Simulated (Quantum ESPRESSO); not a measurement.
# O on top sites of RuAl(110): a series in the coverage, part 7 of 10

Wanted: a table for O on top sites of RuAl(110) against the coverage, and what can be fitted to it.

Quantum ESPRESSO 7.5; plane-wave DFT, PBE, GBRV ultrasoft pseudopotentials.

So far. Step 6 (Ground state, 0 ML): Inside the slab this potential holds the local part of the pseudopotentials, which can be repulsive at the nuclei; only its value in the vacuum has a meaning of its own. Step 7 (Relaxing the ions, 0.1667 ML): The relaxation lowers the energy by 43 meV an atom. On the free atoms the largest force ends at 0.025 eV/Å.

The structure was built from a prototype and need not be the compound's stable phase.

## (8) Self-consistent run, 0.1667 ML

File m1.esm.in:

```
&control
  prefix = 'm1.esm'
  outdir = './out'
  pseudo_dir = './pseudo'
  calculation = 'scf'
  tprnfor = .true.
/
&system
  ibrav = 0
  nat = 37
  ntyp = 3
  ecutwfc = 40
  ecutrho = 200
  occupations = 'smearing'
  smearing = 'mv'
  degauss = 0.02
  assume_isolated = 'esm'
  esm_bc = 'bc1'
/
&electrons
  conv_thr = 1e-07
  mixing_beta = 0.25
  electron_maxstep = 160
  mixing_mode = 'local-TF'
  mixing_ndim = 12
/
ATOMIC_SPECIES
  Ru  101.0700  ru_pbe_v1.2.uspp.F.UPF
  Al  26.9815  al_pbe_v1.uspp.F.UPF
  O   15.9990  o_pbe_v1.2.uspp.F.UPF
CELL_PARAMETERS angstrom
  9.01194874200000 0.00000000000000 0.00000000000000
  0.00000000000000 8.49361459400000 0.00000000000000
  0.00000000000000 0.00000000000000 20.43660440676306
ATOMIC_POSITIONS crystal
  Ru  0.000000000000 0.000000000000 -0.155425278500
  Ru  0.000000000000 0.500000000000 -0.155425278500
  Ru  0.333333333300 0.000000000000 -0.155425278500
  Ru  0.333333333300 0.500000000000 -0.155425278500
  Ru  0.666666666700 0.000000000000 -0.155425278500
  Ru  0.666666666700 0.500000000000 -0.155425278500
  Al  0.166666666700 0.250000000000 -0.155425278500
  Al  0.166666666700 0.750000000000 -0.155425278500
  Al  0.500000000000 0.250000000000 -0.155425278500
  Al  0.500000000000 0.750000000000 -0.155425278500
  Al  0.833333333300 0.250000000000 -0.155425278500
  Al  0.833333333300 0.750000000000 -0.155425278500
  Ru  0.000000000000 0.250000000000 -0.051523299200
  Ru  0.000000000000 0.750000000000 -0.051523299200
  Ru  0.333333333300 0.250000000000 -0.051523299200
  Ru  0.333333333300 0.750000000000 -0.051523299200
  Ru  0.666666666700 0.250000000000 -0.051523299200
  Ru  0.666666666700 0.750000000000 -0.051523299200
  Al  0.166666666700 0.000000000000 -0.051523299200
  Al  0.166666666700 0.500000000000 -0.051523299200
  Al  0.500000000000 0.000000000000 -0.051523299200
  Al  0.500000000000 0.500000000000 -0.051523299200
  Al  0.833333333300 0.000000000000 -0.051523299200
  Al  0.833333333300 0.500000000000 -0.051523299200
  Ru  0.000000000000 0.000000000000 0.071552759000
  Ru  0.000000000000 0.500000000000 0.050542263700
  Ru  0.333247445400 0.000000000000 0.050049577900
  Ru  0.332580969600 0.500000000000 0.050375126400
  Ru  0.666752554600 0.000000000000 0.050049577900
  Ru  0.667419030400 0.500000000000 0.050375126400
  Al  0.167400908500 0.251593126800 0.049570478300
  Al  0.167400908500 0.748406873200 0.049570478300
  Al  0.500000000000 0.250834213300 0.050822873200
  Al  0.500000000000 0.749165786700 0.050822873200
  Al  0.832599091500 0.251593126800 0.049570478300
  Al  0.832599091500 0.748406873200 0.049570478300
  O   0.000000000000 0.000000000000 0.155425278500
K_POINTS automatic
  3 3 1 0 0 0
```

Command:

```console
> OMP_NUM_THREADS=1 mpirun -n 16 pw.x -nk 1 -in m1.esm.in > m1.esm.out
```

The log of the run:

```text
[banner, memory and clock lines left out]
Program PWSCF v.7.5 starts
[...]
Message from routine setup:
[...]
number of electrons       =       348.00
     number of Kohn-Sham states=          209
     kinetic-energy cutoff     =      40.0000  Ry
     charge density cutoff     =     200.0000  Ry
[...]
number of k points=     4  Marzari-Vanderbilt smearing, width (Ry)=  0.0200
[...]
Dense  grid:   504277 G-vectors     FFT dimensions: (  80,  75, 180)
[...]
negative rho (up, down):  1.401E+00 0.000E+00
     Starting wfcs are  310 randomized atomic wfcs
[...]
negative rho (up, down):  1.370E+00 0.000E+00
[...]
estimated scf accuracy    <      62.49235566 Ry
[...]
negative rho (up, down):  1.377E+00 0.000E+00
[...]
estimated scf accuracy    <      32.16298569 Ry
[...]
negative rho (up, down):  1.389E+00 0.000E+00
[...]
estimated scf accuracy    <       5.81106301 Ry
[...]
negative rho (up, down):  1.380E+00 0.000E+00
[...]
estimated scf accuracy    <       4.30642690 Ry
[...]
negative rho (up, down):  1.374E+00 0.000E+00
[...]
estimated scf accuracy    <       2.11271880 Ry
[...]
negative rho (up, down):  1.370E+00 0.000E+00
[...]
estimated scf accuracy    <       1.06055098 Ry
[...]
negative rho (up, down):  1.370E+00 0.000E+00
[...]
estimated scf accuracy    <       0.68622728 Ry
[...]
negative rho (up, down):  1.368E+00 0.000E+00
[...]
estimated scf accuracy    <       0.76745037 Ry
[...]
negative rho (up, down):  1.366E+00 0.000E+00
[...]
estimated scf accuracy    <       0.13268683 Ry
[...]
negative rho (up, down):  1.361E+00 0.000E+00
[...]
estimated scf accuracy    <       0.13323899 Ry
[...]
negative rho (up, down):  1.370E+00 0.000E+00
[...]
estimated scf accuracy    <       0.09302456 Ry
[...]
negative rho (up, down):  1.373E+00 0.000E+00
[...]
estimated scf accuracy    <       0.07686452 Ry
[...]
negative rho (up, down):  1.370E+00 0.000E+00
[...]
estimated scf accuracy    <       0.04038647 Ry
[...]
negative rho (up, down):  1.367E+00 0.000E+00
[...]
estimated scf accuracy    <       0.00657180 Ry
[...]
negative rho (up, down):  1.365E+00 0.000E+00
[...]
estimated scf accuracy    <       0.02303257 Ry
[...]
negative rho (up, down):  1.361E+00 0.000E+00
[...]
estimated scf accuracy    <       0.01643865 Ry
[...]
negative rho (up, down):  1.362E+00 0.000E+00
[...]
estimated scf accuracy    <       0.00594766 Ry
[...]
negative rho (up, down):  1.362E+00 0.000E+00
[...]
estimated scf accuracy    <       0.00487494 Ry
[...]
negative rho (up, down):  1.364E+00 0.000E+00
[...]
estimated scf accuracy    <       0.00240914 Ry
[...]
negative rho (up, down):  1.370E+00 0.000E+00
[...]
estimated scf accuracy    <       0.00158480 Ry
[...]
negative rho (up, down):  1.367E+00 0.000E+00
[...]
estimated scf accuracy    <       0.00181517 Ry
[...]
negative rho (up, down):  1.365E+00 0.000E+00
[...]
estimated scf accuracy    <       0.00091875 Ry
[...]
negative rho (up, down):  1.370E+00 0.000E+00
[...]
estimated scf accuracy    <       0.00035595 Ry
[...]
negative rho (up, down):  1.368E+00 0.000E+00
[...]
estimated scf accuracy    <       0.00018696 Ry
[...]
negative rho (up, down):  1.365E+00 0.000E+00
[...]
estimated scf accuracy    <       0.00014211 Ry
[...]
negative rho (up, down):  1.364E+00 0.000E+00
[...]
estimated scf accuracy    <       0.00006980 Ry
[...]
negative rho (up, down):  1.364E+00 0.000E+00
[...]
estimated scf accuracy    <       0.00003053 Ry
[...]
negative rho (up, down):  1.364E+00 0.000E+00
[...]
estimated scf accuracy    <       0.00000850 Ry
[...]
negative rho (up, down):  1.364E+00 0.000E+00
[...]
estimated scf accuracy    <       0.00000329 Ry
[...]
negative rho (up, down):  1.364E+00 0.000E+00
[...]
estimated scf accuracy    <       0.00000198 Ry
[...]
negative rho (up, down):  1.365E+00 0.000E+00
[...]
estimated scf accuracy    <       0.00000238 Ry
[...]
negative rho (up, down):  1.365E+00 0.000E+00
[...]
estimated scf accuracy    <       0.00000021 Ry
[...]
negative rho (up, down):  1.365E+00 0.000E+00
[...]
estimated scf accuracy    <       0.00000017 Ry
[...]
negative rho (up, down):  1.365E+00 0.000E+00
[...]
the Fermi energy is    -4.9358 ev
!    total energy              =   -3649.77041937 Ry
     estimated scf accuracy    <       0.00000010 Ry
     smearing contrib. (-TS)   =       0.02192568 Ry
     internal energy E=F+TS    =   -3649.79234505 Ry
[...]
one-electron contribution =   21117.45954111 Ry
     hartree contribution      =  -10632.03967660 Ry
     xc contribution           =    -552.02190673 Ry
     ewald contribution        =  -13583.19030284 Ry
     convergence has been achieved in  34 iterations
     negative rho (up, down):  1.365E+00 0.000E+00
[...]
Total force =     0.044436     Total SCF correction =     0.002002
[...]
```

Wall time 9.2 min (16 MPI ranks of Arm Neoverse V1, shared host); peak memory 4.3 GiB; 2.4 h of CPU time.

Numbers from this step:

* free energy: -49657.6563 eV
* Fermi energy: -4.936 eV
* vacuum line at the upper end of the cell, over the Fermi level: 5.155 eV

Inside the slab this potential holds the local part of the pseudopotentials, which can be repulsive at the nuclei; only its value in the vacuum has a meaning of its own.

(Part 7 of 10 ends here.)

[Logs are printed without paths, hosts, clocks, repeated set-up lines and the standing remarks that a program may print on its own settings, such as how far it seeks lower states.]

[Hosts, paths, dates, database ids (printed as entryN), source tags and the programs' standing remarks are cut or masked in the printed files.]

[Maps of the electrostatic potential energy from Ansatz leave out the sawtooth potential of an applied field or a dipole correction, so their vacuum need not be flat; planar profiles and work functions include it.]
